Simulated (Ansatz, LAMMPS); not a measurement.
# Elastic response of amorphous carbon (80 atoms): runs compared

Aim: relax amorphous carbon (80 atoms), then change its volume and shape to read moduli from the stress.

Computed with Ansatz 0.2.0: Kohn-Sham DFT, PBE, PAW (set soft_2), plane waves.

## 1. The cell as built

The cell holds 80 atoms: 80 C. Cell: a = 8.309 Å, b = 8.309 Å, c = 8.309 Å, α = 90.0°, β = 90.0°, γ = 90.0°. 80 atoms (80 C) placed at random at 2.78 g/cm³, melted at 5500 K for 10 ps at fixed volume with the Tersoff potential (Tersoff, Phys. Rev. B 39, 5566 (1989)). Quenched from 5500 K to 100 K at 10 K/ps and fixed volume, held 5 ps.

Limits known from the start: The quench rate of 10 K/ps is many orders above laboratory rates, so the cell is likely richer in defects and strain than a real sample. The network of bonds at the start is that of the classical potential that made the cell, and needn't be the one that DFT or experiment would give.

## 2. The reference run

The reference is a single point at the end of the relaxation.

Every strained cell starts from the geometry of this run, and its atoms are relaxed with the cell held.

Its input, with most atom lines left out:

```yaml
crystal:
  lattice:
    - [8.52735, 0.11832, -0.21903]
    - [0.11832, 8.05972, -0.08462]
    - [-0.21903, -0.08462, 8.20037]
  atoms:
    - { symbol: C, position: [0.98798, 0.85019, 0.02538] }
    - { symbol: C, position: [0.18015, 0.21023, 0.60618] }
    - { symbol: C, position: [0.90175, 0.92431, 0.31619] }
    - { symbol: C, position: [0.82887, 0.47211, 0.72005] }
    - { symbol: C, position: [0.31166, 0.84807, 0.73478] }
    - { symbol: C, position: [0.92481, 0.02993, 0.59303] }
    - { symbol: C, position: [0.5371, 0.56829, 0.73489] }
    [... atom lines 8 to 80 left out ...]
kpoints:
  mp_grid: { grid: [2, 2, 2] }
hamiltonian:
  xc: pbe
scf:
  occupations: { method: gaussian, width: 0.05 }
output:
  forces: true
  stress: true
  populations: true
  dos:
    method: { smearing: { sigma: 0.15 } }
    de: 0.1
    projected: { site_lists: { C: [C] } }
  eigenvalues: true
  write_density: true
  write_potential: true
  volumetric_format: npy
  elf: true
```

```
free energy per atom   : -250.1748 eV/atom
r.m.s. force component : 0.00367 eV/Å
pressure               : 0.001401 GPa
```

5 levels are partly filled, by over 2 % (on the run's k-points): at this level the cell shows no clear gap. Levels of broken or missing bonds inside a gap of the host would look the same.

## 3. The runs

Each row is one run, on 4 threads of Intel Xeon Platinum 8375C at 2.90GHz (Ice Lake), shared host. The free energy is the program's total, comparable only between runs with the same functional, potentials and atoms.

| run | atoms | outcome | ionic steps, all passes | free energy (eV) | time | host memory (GiB) |
| --- | --- | --- | --- | --- | --- | --- |
| Single point at the start | 80 | converged | - | -19999.137 | 15 s | 3.2 |
| Cell and atoms relaxed | 80 | converged | 37 | -20013.985 | 9.4 min | 3.4 |
| Single point at the relaxed geometry | 80 | converged | - | -20013.985 | 28 s | 3.1 |
| Volume -3 % | 80 | converged | 5 | -20013.530 | 78 s | 3.2 |
| Volume +3 % | 80 | converged | 4 | -20013.565 | 66 s | 3.4 |
| Volume -6 % | 80 | converged | 6 | -20012.094 | 86 s | 3.1 |
| Volume +6 % | 80 | converged | 5 | -20012.381 | 84 s | 3.5 |
| Volume -10 % | 80 | converged | 17 | -20010.285 | 3.9 min | 3.1 |
| Stretched by 1 % along x | 80 | converged | 3 | -20013.902 | 47 s | 3.3 |
| Compressed by 1 % along x | 80 | converged | 3 | -20013.899 | 49 s | 3.3 |
| Sheared by 2 % in xy | 80 | converged | 4 | -20013.838 | 59 s | 3.3 |

In some runs the program notes that the SCF threshold is loose for the stress.

## 4. Pressure against volume

Atoms are relaxed at each volume, in the scaled cell.

| volume change (%) | volume (Å³/atom) | energy change (meV/atom) | pressure (GPa) | largest move on relaxing (Å) | bonds |
| --- | --- | --- | --- | --- | --- |
| -10 | 6.334 | 46.25 | 28.67 | 0.53 | 140 |
| -6 | 6.616 | 23.64 | 18.53 | 0.11 | 136 |
| -3 | 6.827 | 5.68 | 8.78 | 0.05 | 136 |
| +0 | 7.038 | 0.00 | 0.00 | - | 136 |
| +3 | 7.249 | 5.24 | -7.76 | 0.04 | 136 |
| +6 | 7.460 | 20.04 | -14.55 | 0.09 | 136 |

## 5. Uniaxial strain and shear

Stress (GPa, compression positive) less that of the relaxed cell, atoms relaxed:

| strain | xx | yy | zz | xy | energy change (meV/atom) |
| --- | --- | --- | --- | --- | --- |
| stretched by 1 % along x | -4.679 | -1.741 | -1.442 | 0.651 | 1.03 |
| compressed by 1 % along x | 4.860 | 1.808 | 1.525 | -0.677 | 1.07 |
| sheared by 2 % in xy | 1.369 | 1.414 | 0.438 | -4.192 | 1.83 |

## 6. What came out

The bulk modulus, from the slope of pressure against ln V over the three points nearest the relaxed volume, is 276 GPa; between neighbouring points the slope runs 233, 310, 288, 262 and 237 GPa from the smallest volume up, without a steady fall, so no pressure derivative is given. The count of bonds runs from 136 to 140 over the series, so at some points contacts cross the cutoffs. At -10 % some atom moved by over 0.5 Å on relaxing, so that point may sit in another local minimum. In the Cartesian axes of the cell, finite differences give C11 = 477, C12 = 177, C13 = 148 and C66 = 210 GPa (the shear of 2 % is the engineering strain, εxy = 0.01). The mean of C11, C12 and C13, which equals the bulk modulus in a cubic or isotropic solid, is 268 GPa: it agrees with the bulk modulus within 10 %. For an isotropic solid C66 would equal (C11 − C12)/2 = 150 GPa; so small a sample needn't be isotropic, and C66 rests on one shear. The two differ too much for isotropic moduli to be formed.

Caveats: Strains are finite and relaxations stop at the force tolerance of the input, which can leave moduli too stiff; they are those of a static cell at zero temperature. Volumes are changed with the cell's shape held, so in an anisotropic solid the modulus lies over the one under free hydrostatic load. The program notes that the SCF threshold of the relaxations is loose for the stress.

The DFT runs together took 22 min of wall time.

[Logs are printed without paths, hosts, clocks, repeated set-up lines and the standing remarks that a program may print on its own settings, such as how far it seeks lower states.]

[Hosts, paths, dates, database ids (printed as entryN), source tags and the programs' standing remarks are cut or masked in the printed files.]
